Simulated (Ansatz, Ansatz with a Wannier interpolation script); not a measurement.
# BiOCl (P4/nmm): what limits a Wannier interpolation of GW

Wanted: errors and cost of interpolated bands of BiOCl (P4/nmm) under coarser or faulty settings.

Main program and level: Ansatz 0.2.0; maximally localised Wannier functions, LDA, plane waves, PAW.

This is a report of a sequence of runs, with most program output left out.

## Step 1: Set-up

It takes space group P4/nmm (No. 129, tetragonal). The conventional cell has a = 3.886 Å, b = 3.886 Å, c = 7.349 Å, α = 90.00°, β = 90.00°, γ = 90.00°. Nearest to Bi lie 4 O at 2.31 Å and 4 Cl at 3.06 Å. Cl has 4 Bi at 3.06 Å nearest. O has 4 Bi at 2.31 Å nearest. Farther neighbours and most contacts between anions are not listed.

The cell and positions come from the Crystallography Open Database and are kept as given unless a step says otherwise. Spin-orbit coupling is left out unless a step names it. The default PAW set here is soft_2. Its files were made with PBE.

## Step 2: Wannier model on 8×8×4

Localised functions give a small Hamiltonian that interpolates between mesh points at no cost.

File input.yaml:

```yaml
crystal:
  lattice:
    - [3.88551, 0.0, 0.0]
    - [0.0, 3.88551, 0.0]
    - [0.0, 0.0, 7.3489]
  atoms:
    - { symbol: Bi, position: [0.5, 0.0, 0.32904] }
    - { symbol: Bi, position: [0.0, 0.5, 0.67096] }
    - { symbol: Cl, position: [0.0, 0.5, 0.1472] }
    - { symbol: Cl, position: [0.5, 0.0, 0.8528] }
    - { symbol: O, position: [0.0, 0.0, 0.5] }
    - { symbol: O, position: [0.5, 0.5, 0.5] }
kpoints:
  mp_grid: { grid: [4, 4, 2] }
hamiltonian:
  xc: lda
scf:
  occupations: { method: fixed }
  n_extra_bands: 59
output:
  wannier:
    kmesh: [8, 8, 4]
    projections:
      - { species: Bi, l: p, shell: 6 }
      - { species: Cl, l: p, shell: 3 }
      - { species: O, l: p, shell: 2 }
    minimise: true
    write_hr: true
    seedname: w
    conv_tol: 1.0e-07
    max_iter: 4000
    disentanglement:
      window: [2.45, 15.99]
      frozen_window: [2.45, 12.99]
      conv_tol: 1.0e-08
```

Started as:

```console
$ ansatz run input.yaml --threads 3 --pin off --max-ram 92160MiB --backend cuda --events-out ev --progress --plain --runs-dir out --devices 1 --max-vram 13GiB
```

It took 17 s on 1 × NVIDIA H100 80GB HBM3 (shared by 6 runs) with 3 threads of AMD EPYC 7R13 (Zen 3), shared host; peak memory 1.1 GiB; 15 s of CPU time.

Numbers from this step:

```yaml
gauge_invariant_spread: 30.94 Å²
diagonal_spread: 0.03266 Å²
off_diagonal_spread: 1.158 Å²
total_spread: 32.13 Å²
least_projectability: 0.4751
localisation_steps: 50
disentanglement_steps: 21
r_m_s_interpolation_error: 4.68e-4 eV
r_m_s_error_near_the_gap: 5.38e-4 eV
```

Near the gap the model misses directly solved bands by 0.5 meV r.m.s. and by 8 meV at most in the window tested. This tests the starting bands, not the corrections carried with them.

## Step 3: Wannier model on 4×4×2

input.yaml: that of step 2 with these lines changed.

```diff
@@ -21,3 +21,3 @@
   wannier:
-    kmesh: [8, 8, 4]
+    kmesh: [4, 4, 2]
     projections:
```

Run time: 12 s. Hardware: 1 × NVIDIA H100 80GB HBM3 (shared by 6 runs) with 3 threads; peak memory 0.97 GiB; 12 s of CPU time.

Numbers from this step:

- gauge-invariant spread: 28.45 Å²
- diagonal spread: 0.04855 Å²
- off-diagonal spread: 1.305 Å²
- total spread: 29.80 Å²
- least projectability: 0.4753
- localisation steps: 29
- disentanglement steps: 3
- r.m.s. interpolation error: 0.007332 eV
- r.m.s. error near the gap: 0.008069 eV

Near the gap the model misses directly solved bands by 8.1 meV r.m.s. and by 65 meV at most in the window tested. This tests the starting bands, not the corrections carried with them.

Frozen up to 5.39 eV; above it the model need not follow the bands. The electronic bands at the labelled points (eV, zero at the valence-band top; v1 is the highest filled band, c1 the lowest empty one):

```
    point     v4     v3     v2     v1    c1    c2    c3    c4
        Γ  -1.05  -1.05  -0.99  -0.80  2.99  3.67  5.22  5.22
  halfway  -1.02  -0.51  -0.41  -0.28  4.21  4.57  4.74  4.92
        X  -0.90  -0.90  -0.10  -0.10  4.49  4.49  5.11  5.11
  halfway  -1.03  -1.03  -0.70  -0.70  4.49  4.49  5.32  5.32
        M  -0.70  -0.70  -0.67  -0.67  4.01  4.01  5.72  5.72
  halfway  -0.83  -0.62  -0.52  -0.40  3.86  4.93  5.09  5.44
        Γ  -1.05  -1.05  -0.99  -0.80  2.99  3.67  5.22  5.22
  halfway  -0.89  -0.89  -0.74  -0.56  2.74  3.29  5.23  5.23
        Z  -0.76  -0.76  -0.41  -0.36  2.49  2.83  5.23  5.23
  halfway  -0.86  -0.78  -0.57  -0.18  3.97  4.21  5.08  5.17
        R  -0.71  -0.71  -0.08  -0.08  4.29  4.29  5.19  5.19
  halfway  -0.94  -0.94  -0.64  -0.64  4.00  4.00  5.69  5.69
        A  -1.39  -1.39  -0.67  -0.67  4.43  4.43  5.95  5.95
  halfway  -0.95  -0.80  -0.60  -0.33  3.37  4.71  5.22  5.48
        Z  -0.76  -0.76  -0.41  -0.36  2.49  2.83  5.23  5.23
jump to X  -0.90  -0.90  -0.10  -0.10  4.49  4.49  5.11  5.11
  halfway  -0.80  -0.80  -0.09  -0.09  4.39  4.39  5.15  5.15
        R  -0.71  -0.71  -0.08  -0.08  4.29  4.29  5.19  5.19
jump to M  -0.70  -0.70  -0.67  -0.67  4.01  4.01  5.72  5.72
  halfway  -1.01  -1.01  -0.67  -0.67  4.22  4.22  5.84  5.84
        A  -1.39  -1.39  -0.67  -0.67  4.43  4.43  5.95  5.95
```

The same for Kohn-Sham, solved directly:

```
point     v4     v3     v2     v1    c1    c2    c3    c4
    Γ  -1.05  -1.05  -0.99  -0.80  2.99  3.67  5.22  5.22
    X  -0.90  -0.90  -0.10  -0.10  4.49  4.49  5.11  5.11
    M  -0.70  -0.70  -0.67  -0.67  4.01  4.01  5.72  5.72
    Γ  -1.05  -1.05  -0.99  -0.80  2.99  3.67  5.22  5.22
    Z  -0.76  -0.76  -0.41  -0.36  2.49  2.83  5.23  5.23
    R  -0.71  -0.71  -0.08  -0.08  4.29  4.29  5.19  5.19
    A  -1.39  -1.39  -0.67  -0.67  4.43  4.43  5.95  5.95
    Z  -0.76  -0.76  -0.41  -0.36  2.49  2.83  5.23  5.23
    X  -0.90  -0.90  -0.10  -0.10  4.49  4.49  5.11  5.11
    R  -0.71  -0.71  -0.08  -0.08  4.29  4.29  5.19  5.19
    M  -0.70  -0.70  -0.67  -0.67  4.01  4.01  5.72  5.72
    A  -1.39  -1.39  -0.67  -0.67  4.43  4.43  5.95  5.95
```

## Step 4: A faulty Wannier input

input.yaml: that of step 3 with these lines changed.

```diff
@@ -22,6 +22,3 @@
     kmesh: [4, 4, 2]
-    projections:
-      - { species: Bi, l: p, shell: 6 }
-      - { species: Cl, l: p, shell: 3 }
-      - { species: O, l: p, shell: 2 }
+    projections: [{ species: O, l: p, shell: 2 }]
     minimise: true
```

It took 10 s on 1 × NVIDIA H100 80GB HBM3 (shared by 6 runs) with 3 threads; peak memory 0.93 GiB.

The run ended with an error after its SCF cycle had converged; no result of it is taken.

The fault put into this input: trial orbitals that do not span the target bands.

## Step 5: G0W0: 4×4×2 mesh, 462 empty bands, screening to 150 eV

G0W0 replaces the xc potential by the self-energy, built once from these orbitals. Only a window of levels is corrected, while the sums run over the empty bands that the input names.

This step: G0W0 on LDA, plane waves, PAW.

input.yaml, the sections that differ from step 4:

```yaml
scf:
  occupations: { method: fixed }
gw:
  n_empty_bands: 462
  ecut_chi: 150.0
  qp_bands: [v12, c5]
  screening: { model: contour_deformation }
# crystal, kpoints, hamiltonian: as in step 4
# output: removed
```

It took 28 s on 1 × NVIDIA H100 80GB HBM3 (shared by 6 runs) with 3 threads; peak memory 1.5 GiB; 33 s of CPU time.

The G0W0 gap on the mesh is 3.683 eV.

## Step 6: G0W0: 8×8×4 mesh, 163 empty bands, screening to 75 eV

input.yaml: that of step 5 with these lines changed.

```diff
@@ -13,3 +13,3 @@
 kpoints:
-  mp_grid: { grid: [4, 4, 2] }
+  mp_grid: { grid: [8, 8, 4] }
 hamiltonian:
@@ -19,4 +19,4 @@
 gw:
-  n_empty_bands: 462
-  ecut_chi: 150.0
+  n_empty_bands: 163
+  ecut_chi: 75
   qp_bands: [v12, c5]
```

Elapsed: 2.7 min, on 1 × NVIDIA H100 80GB HBM3 (shared by 6 runs) with 3 threads; peak memory 1.7 GiB; 5.1 min of CPU time.

The G0W0 gap on the mesh is 3.425 eV.

## Step 7: G0W0: 4×4×2 mesh, 215 empty bands, screening to 90 eV, plasmon pole

input.yaml, the sections that differ from step 6:

```yaml
kpoints:
  mp_grid: { grid: [4, 4, 2] }
gw:
  n_empty_bands: 215
  ecut_chi: 90
  qp_bands: [v12, c5]
  screening: { model: godby_needs }
# crystal, hamiltonian, scf: as in step 6
```

Elapsed: 33 s, on 1 × NVIDIA H100 80GB HBM3 (shared by 6 runs) with 3 threads; peak memory 1.3 GiB.

The G0W0 gap on the mesh is 3.506 eV.

## Step 8: Interpolated results

Times are wall times on 1 × NVIDIA H100 80GB HBM3 (shared by 6 runs) with 3 threads of AMD EPYC 7R13 (Zen 3), shared host, good to a factor of about two.

| GW mesh | empty bands | cutoff (eV) | frequency | gap on mesh (eV) | gap over zone (eV) | direct gap (eV) | valence width (eV) | GW time |
| --- | --- | --- | --- | --- | --- | --- | --- | --- |
| 4×4×2 | 462 | 150 | contour deformation | 3.683 | 3.583 | 3.872 | 4.918 | 28 s |
| 8×8×4 | 163 | 75 | contour deformation | 3.425 | 3.423 | 3.733 | 5.123 | 2.7 min |
| 4×4×2 | 215 | 90 | plasmon pole | 3.506 | 3.421 | 3.731 | 5.356 | 33 s |

## Step 9: What came out

* 4×4×2 mesh, 462 empty bands, screening to 150 eV: 3.58 eV
* 8×8×4 mesh, 163 empty bands, screening to 75 eV: 3.42 eV
* 4×4×2 mesh, 215 empty bands, screening to 90 eV, plasmon pole: 3.42 eV

In words: The largest change, −0.16 eV in the gap over the zone, comes with 4×4×2 mesh, 215 empty bands, screening to 90 eV, plasmon pole. The first run is a reference, not a converged one, and where a row moves several settings no single cause can be named. Rows on another GW mesh add that mesh's corrections to the bands of the one model. Coarser Wannier mesh (4×4×2): the miss near the gap goes from under 1 (the model on 8×8×4) to 8 meV and the total spread from 32.1 to 29.8 Å². With 8×8×4 mesh, 163 empty bands, screening to 75 eV the gap over the zone moves by −0.16 eV and that on the mesh by −0.26 eV. With 4×4×2 mesh, 215 empty bands, screening to 90 eV, plasmon pole the gap over the zone moves by −0.16 eV and that on the mesh by −0.18 eV. Gaps over the zone and on the mesh differ where an edge lies off the mesh, or where a GW run starts from another density: the starting gap over the zone is 2.489 eV, on the GW meshes it is 2.570 eV and 2.505 eV. The 4×4×2 mesh is coarse for this cell (its supercell is 15 Å along the shortest edge). The RPA ε∞ on it, from the LDA start, is 5.29 and 6.63; such meshes misread the long-range screening, most where the gap is narrow. Where an edge is built on 6p states of lead, bismuth or thallium, scalar-relativistic gaps usually stand too wide, by a few tenths to over one eV. The many-body steps are scalar-relativistic: spin-orbit coupling is not in them.

[Paths, hosts, dates, memory and timing lines, banners, echoed tables and standing remarks are left out of the program output.]

[Logs are printed without paths, hosts, clocks, repeated set-up lines and the standing remarks that a program may print on its own settings, such as how far it seeks lower states.]

[Runs of the session that timed out or met a known fault of the program may be left out.]

[Hosts, paths, dates, database ids (printed as entryN), source tags and the programs' standing remarks are cut or masked in the printed files.]
